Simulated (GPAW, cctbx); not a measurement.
# Ge2Rh: deformation density and structure factors from DFT

Question: by how much does bonding change the X-ray structure factors of Ge2Rh, how firmly does DFT give the change, and what does a routine refinement make of it?

The cell comes from substitution in a known structure type and wasn't matched to any measured phase. All numbers below are calculated.

## 1. Find the equilibrium geometry

The density hangs on the geometry, so cell and atoms are relaxed first, with the symmetry held. The cutoff is set higher than for the density because stress converges slowly with plane waves.

Settings: GPAW 26.7.0, PBE, 570 eV, 5×5×3 k-points (along the axes of the calculation cell), Fermi–Dirac width 0.1 eV, BFGS to 0.03 eV/Å.

```text
cell
1.0
     4.756000000    0.000000000    0.000000000
    -2.378000000    4.118816820    0.000000000
     0.000000000    0.000000000    6.576000000
Rh Ge
3 6
Direct
0.000000000 0.500000000 0.333333333
0.500000000 0.500000000 0.666666667
0.500000000 0.000000000 0.000000000
0.332000000 0.166000000 0.333333333
0.166000000 0.834000000 0.666666667
0.834000000 0.668000000 0.000000000
0.668000000 0.834000000 0.333333333
0.834000000 0.166000000 0.666666667
0.166000000 0.332000000 0.000000000
```

```console
$ OMP_NUM_THREADS=1 mpirun -n 4 gpaw python run.py > gpaw.log
```

```text
BFGS:    0      -48.775032        2.082657
BFGS:    1      -48.889471        1.929301
BFGS:    2      -49.324745        1.218597
BFGS:    3      -49.550295        0.603804
...
BFGS:   13      -49.694816        0.042311
BFGS:   14      -49.695039        0.036230
BFGS:   15      -49.695292        0.025579
cell  4.7503 4.7503 7.3578  90.00 90.00 120.00
volume 143.786 A^3, largest force 0.026 eV/A, largest stress 0.07 GPa
```

The cell moved far, while the k-mesh and basis were chosen for the start, so the final shape may be somewhat biased.

After 15 steps the volume has changed by +11.6 % and the energy by -0.920 eV; the largest stress left is 0.07 GPa. It took 6.5 min on 4 cores of Arm Neoverse V1 (shared host), peak memory 1.3 GiB.

Relaxed structure: P6_422 (no. 181), a = 4.7503 Å, b = 4.7503 Å, c = 7.3578 Å, α = 90.00°, β = 90.00°, γ = 120.00°.

| atom | mult. | x | y | z |
| --- | --- | --- | --- | --- |
| Rh1 | 3 | 0 | 1/2 | 1/3 |
| Ge1 | 6 | 0.3382 | 0.1691 | 1/3 |

## 2. Density and charge transfer

X-rays see the whole electron density, so the PAW density is rebuilt with its core regions. Subtracting spherical free atoms from the same code cancels the cores and leaves the deformation density Δρ, the part due to bonding.

Settings: PBE, 450 eV, 6×6×3 k-points (along the axes of the calculation cell), Fermi–Dirac width 0.1 eV; primitive cell of 9 atoms.

```console
$ OMP_NUM_THREADS=1 mpirun -n 4 gpaw python run.py > gpaw.log
```

```text
|iter:   1|       0s |  -50.205094 | +0.23 |       |
|iter:   2|       2s |  -50.138681 | -1.83 | -1.25 |
|iter:   3|       4s |  -52.780587 | -0.56 | -1.27 |
...
|iter:  10|      19s |  -49.584848c| -6.25 | -4.07c|
|iter:  11|      21s |  -49.584845c| -6.87 | -4.35c|
|iter:  12|      23s |  -49.584844c| -7.62c| -4.76c|
```

```text
grid (48, 48, 72)  electrons 327.000  moved by bonding 1.375 e
deformation density beyond 0.5 A of the nuclei: max 0.115, min -0.300 e/A^3
atom        x       y       z   Voronoi charge  moment
Rh1    0.0000  0.5000  0.3333     -0.057       0.00
Rh2    0.5000  0.5000  0.6667     -0.057       0.00
Rh3    0.5000  0.0000  0.0000     -0.057       0.00
Ge4    0.3382  0.1691  0.3333      0.028       0.00
Ge5    0.1691  0.8309  0.6667      0.028       0.00
Ge6    0.8309  0.6618  0.0000      0.028       0.00
Ge7    0.6618  0.8309  0.3333      0.028       0.00
Ge8    0.8309  0.1691  0.6667      0.028       0.00
Ge9    0.1691  0.3382  0.0000      0.028       0.00
mean inner potential of superposed free atoms 23.778 V
total magnetic moment 0.000 muB
```

Deformation density in a plane through the shortest contact of the Rh atom at the origin, in 0.01 e/Å³ (clipped at ±99); x from -1.6 to 4.3 Å, y from 2.4 down to -2.4 Å:

```text
  .   .  -4   0   2   0  -4   .   .  -4   1   4  -2 -25   .   .
  .   .  -3   1   2   1  -3   .   .  -4   1   4  -1 -10   .   .
 -3  -2   1   3   3   3   2  -2  -3  -2   2   3   3  -1  -3  -3
  1   3   4   3   2   3   4   3   1   1   1   2   4   4   2   2
  2   3   1  -2  -3  -2   1   3   3   0  -2  -2   0   3   3   3
  3   3  -4 -12   . -11  -5   3   3  -2  -4   .  -4  -1   2   2
  3   3  -8   .   .   . -10   2   4  -2   .   .   .  -2   2   1
  3   3  -4 -12   . -11  -5   3   3  -1  -4   .  -4  -1   2   2
  2   3   2  -2  -3  -2   1   3   3   0  -2  -2   0   3   3   3
  1   3   4   3   2   3   4   3   1   1   1   2   4   4   2   2
 -3  -2   1   3   3   3   2  -2  -3  -1   2   3   2  -1  -3  -3
  .   .  -3   1   2   1  -3   .   .  -4   1   4  -1 -11   .   .
  .   .  -4   0   2   0  -4   .   .  -4   1   4  -2 -24   .   .
```

Atoms in or within 0.15 Å of the plane: Rh (4.1, 2.4), Rh (4.1, -2.4), Rh (0.0, 0.0), Ge (2.7, 0.0), Ge (-1.4, 2.4), Ge (-1.4, -2.4), Ge (1.4, 2.4), Ge (1.4, -2.4) Å. Dots mark points within about 0.45 Å of a nucleus; large values next to them are atomic features.

Rh gains most (-0.06 e) and Ge loses most (+0.03 e), as electronegativity suggests. Such charges fall far short of formal ones, since overlapping free atoms already put density on their neighbours. Along the shortest contact from the Rh atom at the map's origin, Rh–Ge at 2.72 Å, Δρ is +0.04 e/Å³ at the midpoint: little piles up between the atoms. At the midpoints of other shortest contacts it is +0.01 (Ge–Ge, 2.72 Å) e/Å³. Point values carry grid noise of about 0.01 e/Å³. The run needed 12 iterations, 33 s.

## 3. From the density to structure factors

The Fourier components of Δρ, added to those of the free atoms, give the static X-ray structure factors; the Mott–Bethe relation turns them into the Fourier components V of the potential that fast electrons feel.

```text
static structure factors of the conventional cell: F in electrons, V (Mott-Bethe) in volts
   h  k  l      d  |F| table  |F| free   |F| DFT   change   |V| free  |V| DFT  change %
   1  0  0  4.1139    15.001    14.963    15.028    0.064     0.754    0.719     -4.6
   1  0  1  3.5907    22.703    22.576    22.651    0.075     1.069    1.038     -2.9
   1  0  2  2.7423    21.123    20.974    20.940   -0.033     1.008    1.016      0.8
   0  0  3  2.4526   260.086   259.892   259.566   -0.326    12.868   12.930      0.5
   1  1  0  2.3752    85.726    85.649    85.463   -0.186     4.175    4.209      0.8
   1  1  1  2.2603   168.866   168.672   168.280   -0.392     8.023    8.087      0.8
   1  0  3  2.1066    12.270    12.262    12.123   -0.139     0.580    0.600      3.4
   2  0  0  2.0569    28.877    28.894    28.577   -0.317     1.375    1.418      3.1
   1  1  2  1.9954   161.554   161.268   160.700   -0.568     7.192    7.264      1.0
   2  0  1  1.9810     3.777     3.768     3.730   -0.039     0.166    0.171      2.9
   2  0  2  1.7954     3.639     3.627     3.611   -0.016     0.151    0.152      1.1
   1  1  3  1.7062    75.682    75.514    75.342   -0.172     3.095    3.111      0.5
   1  0  4  1.6792    16.557    16.700    16.528   -0.171     0.762    0.777      2.0
   2  0  3  1.5760    24.823    25.071    25.000   -0.071     1.110    1.115      0.5
```

The largest X-ray change is -0.57 e on 112, 0.4 % of |F|. For electrons V goes as (Z − F)/g², so a change of F counts against Z − F, which is small at low angle and wherever the atoms' terms cancel: |V| of 100 moves by -4.6 % (0.75 to 0.72 V) against +0.4 % in |F|. The last three rows still change by up to 0.17 e; the table stops while the angles are still low. The tabulated Hartree–Fock atoms differ from the free DFT atoms by up to 0.29 e, so the choice of reference atom matters too.

## 4. Which functional?

The same geometry is run with other functionals, to see whether the bonding signal is larger than the spread between approximations. Free atoms are LDA for LDA and PBE otherwise. Any other changed setting is in the row's label.

| run | ΔF 112 (e) | ΔF 111 (e) | ΔF 003 (e) | q(Rh) (e) | moved (e) | time |
| --- | --- | --- | --- | --- | --- | --- |
| PBE | -0.568 | -0.392 | -0.326 | -0.057 | 1.375 | 33 s |
| LDA | -0.557 | -0.374 | -0.292 | -0.061 | 1.325 | 32 s |
| revPBE | -0.567 | -0.396 | -0.337 | -0.060 | 1.418 | 34 s |

At the base's settings ΔF(112) spans -0.568 to -0.557 e, a spread of 2 % of the PBE value; over the three listed reflections the spread is at most 14 %, so sign and size hold across the functionals. Times are from shared hosts.

## 5. What a spherical-atom refinement makes of it

Routine crystallography fits spherical atoms. To see the bias, intensities are simulated from tabulated atoms plus the DFT change ΔF, so that bonding alone can misfit (4784 reflections of the full sphere, merged to the counts below, to 0.5 Å, 0.5 % proportional noise plus counting noise, assumed isotropic U as listed, Δρ smeared by the mean U) and refined with cctbx over different ranges.

| range | data | R1 | GooF | U Rh1 (true 0.0051) | U Ge1 (true 0.0058) | largest shift (Å) | Δρ max, min (e/Å³) |
| --- | --- | --- | --- | --- | --- | --- | --- |
| all data | 408 | 0.0051 | 0.96 | 0.0051 | 0.0057 | 0.0000 | 0.31, -0.40 |
| low resolution, d > 0.84 | 88 | 0.0033 | 0.95 | 0.0050 | 0.0056 | 0.0002 | 0.13, -0.11 |
| high order, d < 0.75 | 283 | 0.0062 | 0.92 | 0.0051 | 0.0058 | 0.0001 | 0.22, -0.29 |
| occupancies free, d > 0.7 | 153 | 0.0040 | 1.01 | 0.0050 | 0.0057 | 0.0001 | 0.16, -0.17 |

With all data GooF is 0.96, so at this noise the bonding hardly shows; the top residual peak, near noise level, lies 1.47 Å from Rh and 1.69 Å from Ge, between them. No U is off by more than 3 s.u. at low resolution. With Rh1 held at 1 and the scale free, the other occupancies refine to Ge1 1.001(0.001), within three s.u. of full.

## 6. Answer

Bonding moves 1.38 e in the primitive cell of Ge2Rh and changes the structure factors of the conventional cell in the table above by at most 0.57 e (112, 0.4 %), and among reflections above 2 % of the strongest by up to 1.1 % (103). The shortest bond, Rh–Ge, has Δρ = +0.04 e/Å³ at its midpoint. At the base's settings ΔF(112) spans -0.568 to -0.557 e, a spread of 2 % of the PBE value; over the three listed reflections the spread is at most 14 %, so sign and size hold across the functionals. With all data GooF is 0.96, so at this noise the bonding hardly shows. Limits: static density, frozen cores, no spin–orbit coupling.

[Outputs are excerpts: Python notices, other lines and further rows are left out; steps that failed or that the build refused (PBEsol, TPSS) are not shown.]

[Logs are printed without paths, hosts, clocks, repeated set-up lines and the standing remarks that a program may print on its own settings, such as how far it seeks lower states.]
